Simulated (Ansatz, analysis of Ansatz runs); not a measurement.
# Migration barrier of interstitial N in bcc Mo, hop from an octahedral to the next octahedral site (PBE)

How near does this set-up come to the measured migration barrier? Subject: interstitial N in bcc Mo, hop from an octahedral to the next octahedral site. Set-up: PBE, 54-site cell, PBE lattice, 420 eV, k: 3x3x3 Gamma-centred. The model is a cell of 54 host atoms with 1 N put in. The barrier is the energy of the highest image of a climbing band over the relaxed site that the atom leaves. A larger cell tests how far the defect's images disturb the number.

**The experiment.** Migration barrier: 1.2 eV (quoted in “Ab-initio study of the transition pathways for single and double interstitial solute (H, N, O, H-H, N-N, and O-O) within bcc refractory metals (Mo and Nb)”, 2024, H. E. Quarshie et al., quoting earlier work (1969)). Migration barrier: 1.08 eV, by activation energy from a dislocation pinning study (technique not stated) (quoted in “Ab-initio study of the transition pathways for single and double interstitial solute (H, N, O, H-H, N-N, and O-O) within bcc refractory metals (Mo and Nb)”, 2024, H. E. Quarshie et al., quoting earlier work (1963)). The runs below try to reproduce this.

Method: plane-wave PAW DFT, PBE; relaxation of all atoms of a defect supercell, in Ansatz 0.2.0.

## (1) Set-up

The cell holds 55 atoms: 54 Mo and 1 N. Cell: a = 9.483 Å, b = 9.483 Å, c = 9.483 Å, α = 90.0°, β = 90.0°, γ = 90.0°. It derives from Mo (space group Im-3m). Nearest the centre at fractional (0.333, 0.500, 0.500): N55 at 0.00 Å, Mo10 at 1.58 Å, Mo28 at 1.58 Å, Mo35 at 2.24 Å, Mo29 at 2.24 Å, Mo33 at 2.24 Å, Mo27 at 2.24 Å, Mo16 at 3.53 Å.

The host's primitive cell comes from a first run (plane-wave PAW DFT, PBE; relaxation of the host's cell and atoms): vectors of 2.738, 2.738 and 2.738 Å. That is 15.79 Å³ an atom, 1.4 % over the diffraction cell's volume. The supercell is built on it.

## (2) Relaxation, charge 0

A barrier counts from a true minimum, so both ends of the jump are relaxed first.

Input file start/input.yaml:

```yaml
relax:
  f_tol: 0.02
  max_steps: 80
  escape_saddle: false
crystal:
  lattice:
    - [9.48346714, 0.0, 0.0]
    - [0.0, 9.48346714, 0.0]
    - [0.0, 0.0, 9.48346714]
  atoms:
    - { symbol: Mo, position: [0.0, 0.0, 0.0] }
    - { symbol: Mo, position: [0.166666667, 0.166666667, 0.166666667] }
    - { symbol: Mo, position: [0.0, 0.0, 0.333333333] }
    - { symbol: Mo, position: [0.166666667, 0.166666667, 0.5] }
    - { symbol: Mo, position: [0.0, 0.0, 0.666666667] }
    - { symbol: Mo, position: [0.166666667, 0.166666667, 0.833333333] }
    - { symbol: Mo, position: [0.0, 0.333333333, 0.0] }
    - { symbol: Mo, position: [0.166666667, 0.5, 0.166666667] }
    - { symbol: Mo, position: [0.0, 0.333333333, 0.333333333] }
    - { symbol: Mo, position: [0.166666667, 0.5, 0.5] }
    - { symbol: Mo, position: [0.0, 0.333333333, 0.666666667] }
    - { symbol: Mo, position: [0.166666667, 0.5, 0.833333333] }
    - { symbol: Mo, position: [0.0, 0.666666667, 0.0] }
    - { symbol: Mo, position: [0.166666667, 0.833333333, 0.166666667] }
    - { symbol: Mo, position: [0.0, 0.666666667, 0.333333333] }
    - { symbol: Mo, position: [0.166666667, 0.833333333, 0.5] }
    - { symbol: Mo, position: [0.0, 0.666666667, 0.666666667] }
    - { symbol: Mo, position: [0.166666667, 0.833333333, 0.833333333] }
    - { symbol: Mo, position: [0.333333333, 0.0, 0.0] }
    - { symbol: Mo, position: [0.5, 0.166666667, 0.166666667] }
    - { symbol: Mo, position: [0.333333333, 0.0, 0.333333333] }
    - { symbol: Mo, position: [0.5, 0.166666667, 0.5] }
    - { symbol: Mo, position: [0.333333333, 0.0, 0.666666667] }
    - { symbol: Mo, position: [0.5, 0.166666667, 0.833333333] }
    - { symbol: Mo, position: [0.333333333, 0.333333333, 0.0] }
    - { symbol: Mo, position: [0.5, 0.5, 0.166666667] }
    - { symbol: Mo, position: [0.333333333, 0.333333333, 0.333333333] }
    - { symbol: Mo, position: [0.5, 0.5, 0.5] }
    - { symbol: Mo, position: [0.333333333, 0.333333333, 0.666666667] }
    - { symbol: Mo, position: [0.5, 0.5, 0.833333333] }
    - { symbol: Mo, position: [0.333333333, 0.666666667, 0.0] }
    - { symbol: Mo, position: [0.5, 0.833333333, 0.166666667] }
    - { symbol: Mo, position: [0.333333333, 0.666666667, 0.333333333] }
    - { symbol: Mo, position: [0.5, 0.833333333, 0.5] }
    - { symbol: Mo, position: [0.333333333, 0.666666667, 0.666666667] }
    - { symbol: Mo, position: [0.5, 0.833333333, 0.833333333] }
    - { symbol: Mo, position: [0.666666667, 0.0, 0.0] }
    - { symbol: Mo, position: [0.833333333, 0.166666667, 0.166666667] }
    - { symbol: Mo, position: [0.666666667, 0.0, 0.333333333] }
    - { symbol: Mo, position: [0.833333333, 0.166666667, 0.5] }
    - { symbol: Mo, position: [0.666666667, 0.0, 0.666666667] }
    - { symbol: Mo, position: [0.833333333, 0.166666667, 0.833333333] }
    - { symbol: Mo, position: [0.666666667, 0.333333333, 0.0] }
    - { symbol: Mo, position: [0.833333333, 0.5, 0.166666667] }
    - { symbol: Mo, position: [0.666666667, 0.333333333, 0.333333333] }
    - { symbol: Mo, position: [0.833333333, 0.5, 0.5] }
    - { symbol: Mo, position: [0.666666667, 0.333333333, 0.666666667] }
    - { symbol: Mo, position: [0.833333333, 0.5, 0.833333333] }
    - { symbol: Mo, position: [0.666666667, 0.666666667, 0.0] }
    - { symbol: Mo, position: [0.833333333, 0.833333333, 0.166666667] }
    - { symbol: Mo, position: [0.666666667, 0.666666667, 0.333333333] }
    - { symbol: Mo, position: [0.833333333, 0.833333333, 0.5] }
    - { symbol: Mo, position: [0.666666667, 0.666666667, 0.666666667] }
    - { symbol: Mo, position: [0.833333333, 0.833333333, 0.833333333] }
    - { symbol: "N", position: [0.333333, 0.5, 0.5] }
basis:
  ecutwfc: 420
  xc_grid: 2
hamiltonian:
  xc: pbe
kpoints:
  mp_grid: { grid: [3, 3, 3] }
scf:
  occupations: { method: methfessel_paxton, width: 0.1 }
  max_iter: 120
output:
  forces: true
checkpoint:
  write: "../start.run"
  compress: false
  write_wavefunctions: true
  write_every: 100000
```

The run is started by

```bash
> ansatz run input.yaml --threads 4 --pin off --max-ram 14131MiB --backend cpu --events-out ev --progress --plain --runs-dir out
```

Numbers of over 12 decimals in the logs are rounded to 6 here.

Log:

```text
[... repeated set-up lines and file paths are left out, and long positions are rounded to six places ...]
Warning: the atoms were moved onto the symmetric positions of the space group found under crystal.symmetry.tolerance 1.0e-5 (fractional; [...]
Engine: ansatz 0.2.0, aarch64-unknown-linux-gnu
Pseudopotentials: kind: paw
Pseudopotential: Mo, paw, valence charge 14, recommended cutoff 420 eV (normal), Mo.paw.azcp
Pseudopotential: N, paw, valence charge 5, recommended cutoff 420 eV (normal), N.paw.azcp
Functional definition: PBE
  parameter kappa = 0.804
  parameter beta = 0.066725
  exchange = pbe_x(kappa = kappa, mu = beta*pi^2/3)
  correlation = pbe_c(beta = beta)
Crystal: 55 atoms, lattice volume = 852.907 Å³
Basis set: ecut = 420 eV, 16831 PW (Γ), exchange–correlation on 128×128×128 points (8 copies of the dense FFT grid, shifted against one another)
Bands: 457, of which v1, the nominal top of the filled ones, is band 381 counted from 1 (380 counted from 0)
Symmetry: 16 space group operations
Space group: P4/mmm (ITA 123), of the structure as read, at distance tolerance 9.5e-5 Å
k-points: 6 of 27
Non-local potential: Mo, projectors of the file, l = 0: 3, l = 1: 2, l = 2: 2, l = 3: 1
Non-local potential: N, projectors of the file, l = 0: 2, l = 1: 2, l = 2: 1
PAW form: soft (Blöchl's): semilocal exchange-correlation on the pseudo side does not see the compensation charge
PAW one-centre angular grid: Mo, 590 points (default); XC on 64 Gauss nodes
PAW one-centre angular grid: N, 110 points (default); XC on 64 Gauss nodes
Initial density: superposition of atomic densities (neutral atoms: chi_scale 0, normalization atom), corrected by the library's trained network
Initial wavefunctions: pseudopotential atomic-orbital guess
Functional: x = pbe(κ = 0.804, μ = 0.219515), c = pbe(β = 0.066725)
SCF iter   1: F=—  HF=-268003.416521 eV  |F-HF|=—  |Δ(HF+E_count)|=         —  Δρ=6.26e-3  dr2=1.14e0  ethr=1.77e-3  ⟨swp⟩=4.5  Hψ=8986  notcnv=0
preconditioner: auto → Kerker (q_TF=auto, 2.677 Å⁻¹)  [metal: Δε(μ)=0.042 eV  Ē_g=4.364 eV  σ=0.100 eV  W_gap=0.32  n_scr=256 (ndim 8)  ℏωp=23.1 eV  f_vac=0.000  D(μ)=32.52/eV (n_scr^D=250)]
SCF iter   2: F=—  HF=-268003.364347 eV  |F-HF|=—  |Δ(HF+E_count)|=   5.22e-2  S|Δr|=    0.00e0  Δρ=3.18e-3  dr2=3.25e-1  ethr=1.50e-4  ⟨swp⟩=1.0  Hψ=3156  notcnv=0  defer=1
SCF iter   3: F=—  HF=-268003.340753 eV  |F-HF|=—  |Δ(HF+E_count)|=   2.36e-2  S|Δr|=    0.00e0  Δρ=4.43e-4  dr2=3.42e-3  ethr=4.28e-5  ⟨swp⟩=2.0  Hψ=3422  notcnv=0  defer=1
SCF iter   4: F=—  HF=-268003.342862 eV  |F-HF|=—  |Δ(HF+E_count)|=   2.11e-3  S|Δr|=    0.00e0  Δρ=8.25e-5  dr2=2.34e-4  ethr=4.50e-7  ⟨swp⟩=2.0  Hψ=5106  notcnv=0  defer=1
SCF iter   5: F=-268003.342839 eV  HF=-268003.342843 eV  |F-HF|=4.03e-6  |Δ(HF+E_count)|=   1.89e-5  S|Δr|=    0.00e0  Δρ=2.07e-5  dr2=5.59e-6  ethr=1.31e-9  ⟨swp⟩=2.2  Hψ=8486  notcnv=0
SCF 1 converged in 5 iterations: F = -268003.342839 eV  dr2 = 5.59e-6
  greatest PAW one-centre occupation: 0.999 electrons in one spin orbital (limit 2), on the Mo atom at site 27 (counted from 0), in its partial waves of l = 0
relax step   1: F+E_penalty+E_count = -268003.34283885 eV  Δ(F+E_penalty+E_count) = +0.000e0 eV  max|allowed force component| = 1.851e1 eV/Å  Δτ_max = 0.0000 Å  (5 SCF iters, dr2 threshold 1.00e-5 eV, accepted)
[... the SCF cycles and remarks between the steps are left out from here to the last step ...]
relax step   2: F+E_penalty+E_count = -268006.64004824 eV  Δ(F+E_penalty+E_count) = -3.297e0 eV  max|allowed force component| = 4.514e0 eV/Å  Δτ_max = 0.1908 Å  (6 SCF iters, dr2 threshold 1.00e-4 eV, accepted)
relax step   3: F+E_penalty+E_count = -268008.16341416 eV  Δ(F+E_penalty+E_count) = -1.523e0 eV  max|allowed force component| = 1.816e0 eV/Å  Δτ_max = 0.0769 Å  (6 SCF iters, dr2 threshold 1.00e-4 eV, accepted)
relax step   4: F+E_penalty+E_count = -268008.44396164 eV  Δ(F+E_penalty+E_count) = -2.805e-1 eV  max|allowed force component| = 1.230e-1 eV/Å  Δτ_max = 0.0748 Å  (5 SCF iters, dr2 threshold 1.00e-4 eV, accepted)
relax step   5: F+E_penalty+E_count = -268008.45311140 eV  Δ(F+E_penalty+E_count) = -9.150e-3 eV  max|allowed force component| = 1.251e-1 eV/Å  Δτ_max = 0.0126 Å  (6 SCF iters, dr2 threshold 9.46e-7 eV, accepted)
relax step   6: F+E_penalty+E_count = -268008.45437676 eV  Δ(F+E_penalty+E_count) = -1.265e-3 eV  max|allowed force component| = 3.940e-3 eV/Å  Δτ_max = 0.0035 Å  (5 SCF iters, dr2 threshold 9.78e-7 eV, accepted)
iter 1 solved again at ethr=1.88e-11 eV; its pass at ethr=3.10e-3 eV (dr2=1.43e-7 eV) is discarded
SCF iter   1: F=—  HF=-268008.454271 eV  |F-HF|=—  |Δ(HF+E_count)|=         —  Δρ=2.94e-6  dr2=1.45e-7  ethr=1.88e-11  ⟨swp⟩=4.0  Hψ=9325  notcnv=0  defer=278
SCF iter   2: F=—  HF=-268008.454377 eV  |F-HF|=—  |Δ(HF+E_count)|=   1.06e-4  S|Δr|=    0.00e0  Δρ=1.63e-6  dr2=5.44e-8  ethr=1.31e-11  ⟨swp⟩=2.8  Hψ=10199  notcnv=0
SCF iter   3: F=-268008.454377 eV  HF=-268008.454377 eV  |F-HF|=8.09e-9  |Δ(HF+E_count)|=   5.30e-9  S|Δr|=    0.00e0  Δρ=6.26e-7  dr2=9.52e-9  ethr=7.15e-12  ⟨swp⟩=2.0  Hψ=8025  notcnv=0
SCF 7 converged in 3 iterations: F = -268008.454377 eV  dr2 = 9.52e-9
relax step   7: F+E_penalty+E_count = -268008.45437684 eV  Δ(F+E_penalty+E_count) = -8.079e-8 eV  max|allowed force component| = 3.991e-3 eV/Å  Δτ_max = 0.0000 Å  (3 SCF iters, accepted)
NSCF: frozen V_eff on 6 k-points
the band table was solved once a step of the walk had ended and its energy, with any forces and stress, was formed, with the checks that follow a solve (9334 applications of the Hamiltonian). They found nothing against the state; [...]
SCF converged after 3 iterations
Stability not checked: this state was not tested for a lower state beside it, because cold or Methfessel-Paxton smearing, or corrected tetrahedra, fill the levels in a way that the test cannot read (fill_not_monotonic; see scf.lower_state_search)
Free energy (F): -268008.454377 eV
Harris-Foulkes:  -268008.454377 eV  (|F-HF|=8.09e-9)
Internal energy: -268008.461597 eV  (E = F + TS)
E sigma→0 (E₀):  -268008.456182 eV
Entropy (-TS):   0.007220 eV (0.131 meV/atom)
Fermi energy:    20.957272 eV
--- Per-component energies (eV) ---
  E_band       = -3013.698643
  E_kinetic    = 23946.707797
  E_local      = -42730.657624  (includes V_loc(G=0)·N_el)
  E_nonlocal   = 7748.319709
  E_hartree    = 14131.373304
  E_xc         = -9974.652009
  E_vxc        = -12451.347583  (∫ρ·V_xc dr)
  E_paw        = -172993.525299  (= ΣΔE_a)
  E_vpaw       = -7789.470158  (= ΣTr[D̂ρ^β])
  E_aug_tail   = 0.002367  (compensation charges beyond the density's cutoff)
  E_ewald      = -88136.029842
  E_smearing   = 0.007220  (= −TS)
  E_closure    = 0.000000  (closes the sum)
  Σ components = -268008.454377   (vs F -268008.454377, Δ=0.00e0)
--- Forces (eV/Å), atoms counted from 1 ---
  atom   1  Mo    -0.00032072    -0.00000000     0.00000000
  atom   2  Mo    -0.00184227     0.00030470     0.00030470
  [... 1 atom left out ...]
  atom   4  Mo    -0.00025069    -0.00031085     0.00000000
  [... 5 atoms left out ...]
  atom  10  Mo     0.00399087    -0.00000000     0.00000000
  [... 1 atom left out ...]
  atom  12  Mo    -0.00025069     0.00000000     0.00031085
  [... 3 atoms left out ...]
  atom  16  Mo    -0.00025069     0.00031085     0.00000000
  [... 10 atoms left out ...]
  atom  27  Mo    -0.00000000    -0.00026742    -0.00026742
  atom  28  Mo    -0.00399087     0.00000000     0.00000000
  atom  29  Mo     0.00000000    -0.00026742     0.00026742
  [... 3 atoms left out ...]
  atom  33  Mo     0.00000000     0.00026742    -0.00026742
  [... 1 atom left out ...]
  atom  35  Mo    -0.00000000     0.00026742     0.00026742
  [... 19 atoms left out ...]
  atom  55  N      0.00000000     0.00000000     0.00000000
  max |Σ_I F_I| component: 3.25e-18 eV/Å
--- Band table (eV; the first three rows and the last of 6) ---
  k-point 0: bands = ["-40.3469", "-40.2761", "-40.2761", "-40.2533", [... 449 left out ...] "23.0379", "23.0508", "23.0628", "23.0777"]
  k-point 1: bands = ["-40.3396", "-40.2908", "-40.2748", "-40.2526", [... 449 left out ...] "23.1189", "23.1292", "23.1461", "23.2038"]
  [... further k-points left out ...]
--- Relaxed structure (7 steps of the walk, 7 accepted, 0 SCFs on fresh bases) ---
  F+E_penalty+E_count = -268008.45437684 eV   max|allowed force component| = 3.991e-3 eV/Å
  atoms:
    - { symbol: Mo, position: [0.000365, -3.2109877139051735e-19, 0] }
    - { symbol: Mo, position: [0.167591, 0.166281, 0.166281] }
    [... 1 atom left out ...]
    - { symbol: Mo, position: [0.164725, 0.165287, 0.5] }
    [... 5 atoms left out ...]
    - { symbol: Mo, position: [0.131399, 0.5, 0.5] }
    [... 1 atom left out ...]
    - { symbol: Mo, position: [0.164725, 0.5, 0.834713] }
    [... 3 atoms left out ...]
    - { symbol: Mo, position: [0.164725, 0.834713, 0.5] }
    [... 10 atoms left out ...]
    - { symbol: Mo, position: [0.333333, 0.335773, 0.335773] }
    - { symbol: Mo, position: [0.535267, 0.5, 0.5] }
    - { symbol: Mo, position: [0.333333, 0.335773, 0.664227] }
    [... 3 atoms left out ...]
    - { symbol: Mo, position: [0.333333, 0.664227, 0.335773] }
    [... 1 atom left out ...]
    - { symbol: Mo, position: [0.333333, 0.664227, 0.664227] }
    [... 19 atoms left out ...]
    - { symbol: N, position: [0.333333, 0.5, 0.5] }
```

It took 5.7 min on 4 threads of Arm Neoverse V2, shared host; peak memory 7.7 GiB.

The steps of the relaxation:

| step | energy less that of the first step (eV) | largest force component (eV/Å) |
| --- | --- | --- |
| 1 | 0.0000 | 18.5071 |
| 2 | -3.2972 | 4.5144 |
| 3 | -4.8206 | 1.8162 |
| 4 | -5.1011 | 0.1230 |
| 5 | -5.1103 | 0.1251 |
| 6 | -5.1115 | 0.0039 |
| 7 | -5.1115 | 0.0040 |

The run keeps the 16 symmetry operations that it works with, so distortions that break them were not tested.

The atoms that moved most (Å):

| atom | dx | dy | dz | length |
| --- | --- | --- | --- | --- |
| Mo10 | -0.334 | 0.000 | 0.000 | 0.334 |
| Mo28 | 0.334 | 0.000 | 0.000 | 0.334 |
| Mo17 | -0.026 | 0.035 | 0.035 | 0.056 |
| Mo53 | 0.026 | 0.035 | 0.035 | 0.056 |
| Mo11 | -0.026 | -0.035 | 0.035 | 0.056 |
| Mo15 | -0.026 | 0.035 | -0.035 | 0.056 |
| Mo47 | 0.026 | -0.035 | 0.035 | 0.056 |
| Mo51 | 0.026 | 0.035 | -0.035 | 0.056 |

Neighbours of N55 at the end:

| atom | distance (Å) |
| --- | --- |
| Mo28 | 1.915 |
| Mo10 | 1.915 |
| Mo27 | 2.203 |
| Mo33 | 2.203 |
| Mo35 | 2.203 |
| Mo29 | 2.203 |
| Mo30 | 3.554 |
| Mo34 | 3.554 |
| Mo12 | 3.554 |
| Mo16 | 3.554 |
| Mo4 | 3.554 |
| Mo8 | 3.554 |
| Mo22 | 3.554 |
| Mo26 | 3.554 |

This step gave:

```yaml
free_energy: -268008.4544 eV
smearing_term_ts: -0.007220 eV
```

The series, run alike:

| run | outcome | energy less the first (eV) | moment (μB) | time |
| --- | --- | --- | --- | --- |
| relaxation, charge 0 | converged | 0.0000 | 0.00 | 5.7 min |
| relaxation, charge 0 | converged | 0.0000 | 0.00 | 5.7 min |

The relaxation ends 93 meV an atom lower, with a largest force component of 0.0040 eV/Å.

(Part 1 of 2 ends here.)

[Logs are printed without paths, hosts, clocks, repeated set-up lines and the standing remarks that a program may print on its own settings, such as how far it seeks lower states.]

[Hosts, paths, dates, database ids (printed as entryN), source tags and the programs' standing remarks are cut or masked in the printed files.]

[For some hosts the program warned that the k-mesh of the response run may be too coarse for force constants and the static dielectric constant; such warnings are not shown here.]
